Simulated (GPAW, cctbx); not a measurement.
## MgGa2Sn2: deformation density and structure factors from DFT

Aim: compute the bonding part of the density of MgGa2Sn2, find which reflections carry it, and see how it biases an ordinary refinement.

The cell comes from substitution in a known structure type and wasn't matched to any measured phase. All numbers below are calculated.

## Step 1: Relax the structure

The density hangs on the geometry, so cell and atoms are relaxed first, with the symmetry held. The cutoff is set higher than for the density because stress converges slowly with plane waves.

Settings: GPAW 26.7.0, PBE, 570 eV, 5×5×3 k-points (along the axes of the calculation cell), Fermi–Dirac width 0.1 eV, BFGS to 0.03 eV/Å.

```text
cell
1.0
     4.480000000    0.000000000    0.000000000
    -2.240000000    3.879793809    0.000000000
     0.000000000    0.000000000    7.255000000
Sn Ga Mg
2 2 1
Direct
0.333333333 0.666666667 0.235800000
0.666666667 0.333333333 0.764200000
0.333333333 0.666666667 0.622900000
0.666666667 0.333333333 0.377100000
0.000000000 0.000000000 0.000000000
```

```console
$ OMP_NUM_THREADS=1 mpirun -n 4 gpaw python run.py > gpaw.log
```

```text
BFGS:    0      -15.460225        0.481697
BFGS:    1      -15.468865        0.428964
BFGS:    2      -15.502200        0.083858
BFGS:    3      -15.503089        0.045899
...
BFGS:    6      -15.503740        0.059403
BFGS:    7      -15.504157        0.042415
BFGS:    8      -15.504394        0.012939
cell  4.4825 4.4825 7.2816  90.00 90.00 120.00
volume 126.705 A^3, largest force 0.012 eV/A, largest stress 0.08 GPa
```

After 8 steps the volume has changed by +0.5 % and the energy by -0.044 eV; the largest stress left is 0.08 GPa. It took 63 s on 4 cores of Arm Neoverse V1 (shared host), peak memory 1 GiB.

Relaxed structure: P-3m1 (no. 164), a = 4.4825 Å, b = 4.4825 Å, c = 7.2816 Å, α = 90.00°, β = 90.00°, γ = 120.00°.

| atom | mult. | x | y | z |
| --- | --- | --- | --- | --- |
| Sn1 | 2 | 1/3 | 2/3 | 0.2236 |
| Ga1 | 2 | 1/3 | 2/3 | 0.6246 |
| Mg1 | 1 | 0 | 0 | 0 |

## Step 2: Density and charge transfer

X-rays see the whole electron density, so the PAW density is rebuilt with its core regions. Subtracting spherical free atoms from the same code cancels the cores and leaves the deformation density Δρ, the part due to bonding.

Settings: PBE, 450 eV, 6×6×3 k-points (along the axes of the calculation cell), Fermi–Dirac width 0.1 eV; primitive cell of 5 atoms.

```console
$ OMP_NUM_THREADS=1 mpirun -n 4 gpaw python run.py > gpaw.log
```

```text
|iter:   1|       0s |  -15.509292 | -0.09 |       |
|iter:   2|       0s |  -15.494428 | -2.30 | -1.40 |
|iter:   3|       1s |  -15.464238 | -2.01 | -1.42 |
...
|iter:   7|       5s |  -15.404696c| -5.50 | -3.49 |
|iter:   8|       6s |  -15.404702c| -6.43 | -4.02c|
|iter:   9|       7s |  -15.404702c| -7.64c| -4.80c|
```

```text
grid (48, 48, 72)  electrons 174.000  moved by bonding 0.791 e
deformation density beyond 0.5 A of the nuclei: max 0.054, min -0.041 e/A^3
atom        x       y       z   Voronoi charge  moment
Sn1    0.3333  0.6667  0.2237     -0.117       0.00
Sn2    0.6667  0.3333  0.7763     -0.117       0.00
Ga3    0.3333  0.6667  0.6246      0.000       0.00
Ga4    0.6667  0.3333  0.3754      0.000       0.00
Mg5    0.0000  0.0000  0.0000      0.234       0.00
mean inner potential of superposed free atoms 15.459 V
total magnetic moment 0.000 muB
```

Deformation density in a plane through the shortest contact of the Sn atom at the origin, in 0.01 e/Å³ (clipped at ±99); x from -1.6 to 4.4 Å, y from 2.4 down to -2.4 Å:

```text
  0  -3   .  -2  -3  -2  -1  -1  -1  -1  -1  -1  -1  -2  -3   .
  0  -2  -3  -1   0   0   0  -1  -1  -1  -1  -1   0   0  -2  -4
  1   1   3   4   4   2   0   0  -1  -1  -1  -1   0   1   1  -1
  1   2   4   4   3   0   0   0   0  -1  -2  -1   0   2   2   0
  1   2   1  -1  -3  -4  -1   1   2  -1  -3  -3  -2   0   1   0
  1   2  -1  -2   .  -2  -3   3   4  -1  -3   .  -3  -3  -1  -1
  2   2   0   .   .   .  -2   4   5  -1   .   .   .  -4  -2  -1
  1   2   0  -2   .  -2  -2   3   4  -1  -3   .  -3  -2  -1  -1
  1   1   1  -1   0  -1   1   2   2   0  -1  -1   0   1   1   0
  0   1   1   1   2   2   2   1   1   1   2   4   5   4   1   0
  0   0   0   1   2   1   0   0   0   1   2   4   4   1   0   0
  0   0   0  -1  -1  -2  -2  -2   0   1   2   0  -2  -3  -4  -1
  1   0   0  -2  -4  -3  -3  -3  -1   1   2  -1  -1   .  -2  -2
```

Atoms in or within 0.15 Å of the plane: Sn (0.0, 0.0), Ga (2.8, 0.0) Å. Dots mark points within about 0.45 Å of a nucleus; large values next to them are atomic features.

Sn gains most (-0.12 e) and Mg loses most (+0.23 e), as electronegativity suggests. Along the shortest contact from the Sn atom at the map's origin, Sn–Ga at 2.81 Å, Δρ is +0.05 e/Å³ at the midpoint: a modest build-up. At the midpoints of other shortest contacts it is +0.02 (Sn–Mg, 3.06 Å) and +0.02 (Ga–Ga, 3.16 Å) e/Å³. Point values carry grid noise of about 0.01 e/Å³. The run needed 9 iterations, 13 s.

## Step 3: Structure factors

The Fourier components of Δρ, added to those of the free atoms, give the static X-ray structure factors; the Mott–Bethe relation turns them into the Fourier components V of the potential that fast electrons feel.

```text
static structure factors of the conventional cell: F in electrons, V (Mott-Bethe) in volts
   h  k  l      d  |F| table  |F| free   |F| DFT   change   |V| free  |V| DFT  change %
   0  0  1  7.2816    15.242    15.201    15.268    0.067     0.542    0.414    -23.7
   1  0  0  3.8820    62.310    62.320    62.557    0.237     3.642    3.513     -3.5
   0  0  2  3.6408    73.351    73.358    73.580    0.222     4.248    4.142     -2.5
   1  0  1  3.4256    20.048    20.011    20.115    0.104     0.766    0.722     -5.7
   1  0 -1  3.4256    63.015    63.049    63.026   -0.022     4.352    4.361      0.2
   1  0  2  2.6556    19.462    19.447    19.495    0.048     0.840    0.828     -1.4
   1  0 -2  2.6556   114.517   114.498   114.313   -0.184     6.750    6.797      0.7
   0  0  3  2.4272     5.234     5.178     5.106   -0.071     0.562    0.577      2.7
   1  1  0  2.2412   134.598   134.447   134.109   -0.338     7.187    7.249      0.9
   1  1  1  2.1421    12.754    12.679    12.679   -0.000     0.466    0.466      0.0
   1  0  3  2.0580    96.352    96.259    96.009   -0.250     4.943    4.981      0.8
   1  0 -3  2.0580    76.801    76.652    76.432   -0.220     3.628    3.662      0.9
   2  0  0  1.9410    51.992    51.906    51.663   -0.243     2.330    2.363      1.4
   1  1  2  1.9086    61.428    61.421    61.270   -0.151     2.740    2.760      0.7
```

The largest X-ray change is -0.34 e on 110, 0.3 % of |F|. For electrons V goes as (Z − F)/g², so a change of F counts against Z − F, which is small at low angle and wherever the atoms' terms cancel: |V| of 001 moves by -23.7 % (0.54 to 0.41 V) against +0.4 % in |F|. The last three rows still change by up to 0.24 e; the table stops while the angles are still low. The tabulated Hartree–Fock atoms differ from the free DFT atoms by up to 0.15 e, so the choice of reference atom matters too.

## Step 4: How cheap can the run be?

Cutoff and k-mesh: one is changed at a time, to find what the result needs.

```csv
run,ΔF 110 (e),ΔF 103 (e),ΔF 100 (e),q(Sn) (e),moved (e),time
450 eV 6×6×3,-0.338,-0.250,+0.237,-0.117,0.791,13 s
250 eV 6×6×3,-0.332,-0.240,+0.235,-0.115,0.910,7.8 s
350 eV 6×6×3,-0.338,-0.250,+0.236,-0.125,0.816,8.3 s
750 eV 6×6×3,-0.338,-0.249,+0.237,-0.114,0.792,23 s
450 eV 2×2×1,-0.354,-0.150,+0.224,-0.080,0.732,5.9 s
450 eV 3×3×2,-0.347,-0.228,+0.240,-0.101,0.778,7.7 s
```

Within 0.01 e of the base on all three: 350 eV 6×6×3 and 750 eV 6×6×3. The largest error, 0.100 e, comes with 450 eV 2×2×1. The moved charge is off by up to 15 % among these runs. Times are from shared hosts.

## Step 5: What a spherical-atom refinement makes of it

Routine crystallography fits spherical atoms. To see the bias, intensities are simulated from tabulated atoms plus the DFT change ΔF, so that bonding alone can misfit (8304 reflections of the full sphere, merged to the counts below, to 0.4 Å, 0.5 % proportional noise plus counting noise, assumed isotropic U as listed, Δρ smeared by the mean U) and refined with cctbx over different ranges.

```csv
range,data,R1,GooF,U Sn1 (true 0.0082),U Ga1 (true 0.0098),U Mg1 (true 0.0133),largest shift (Å),"Δρ max, min (e/Å³)"
all data,839,0.0048,0.97,0.0082,0.0098,0.0133,0.0000,"0.36, -0.46"
"low resolution, d > 0.84",111,0.0027,1.03,0.0082,0.0097,0.0132,0.0001,"0.14, -0.13"
"high order, d < 0.75",693,0.0059,0.96,0.0082,0.0098,0.0133,0.0001,"0.34, -0.43"
"occupancies free, d > 0.7",179,0.0030,1.02,0.0082,0.0097,0.0134,0.0001,"0.15, -0.17"
```

With all data GooF is 0.97, so at this noise the bonding hardly shows; the top residual peak lies 0.50 Å from Ga and 2.42 Å from Sn. No U is off by more than 3 s.u. at low resolution. With Sn1 held at 1 and the scale free, the other occupancies refine to Ga1 1.000(0.001) and Mg1 1.002(0.003), within three s.u. of full.

## Step 6: Answer

Bonding moves 0.79 e in the primitive cell of MgGa2Sn2 and changes the structure factors of the conventional cell in the table above by at most 0.34 e (110, 0.3 %), and among reflections above 2 % of the strongest by up to 1.4 % (003). The shortest bond, Sn–Ga, has Δρ = +0.05 e/Å³ at its midpoint. Within 0.01 e of the base on all three: 350 eV 6×6×3 and 750 eV 6×6×3. The largest error, 0.100 e, comes with 450 eV 2×2×1. The moved charge is off by up to 15 % among these runs. With all data GooF is 0.97, so at this noise the bonding hardly shows. Limits: static density, frozen cores, no spin–orbit coupling.

[Outputs are excerpts: Python notices, other lines and further rows are left out; steps that failed or that the build refused (PBEsol, TPSS) are not shown.]

[Logs are printed without paths, hosts, clocks, repeated set-up lines and the standing remarks that a program may print on its own settings, such as how far it seeks lower states.]
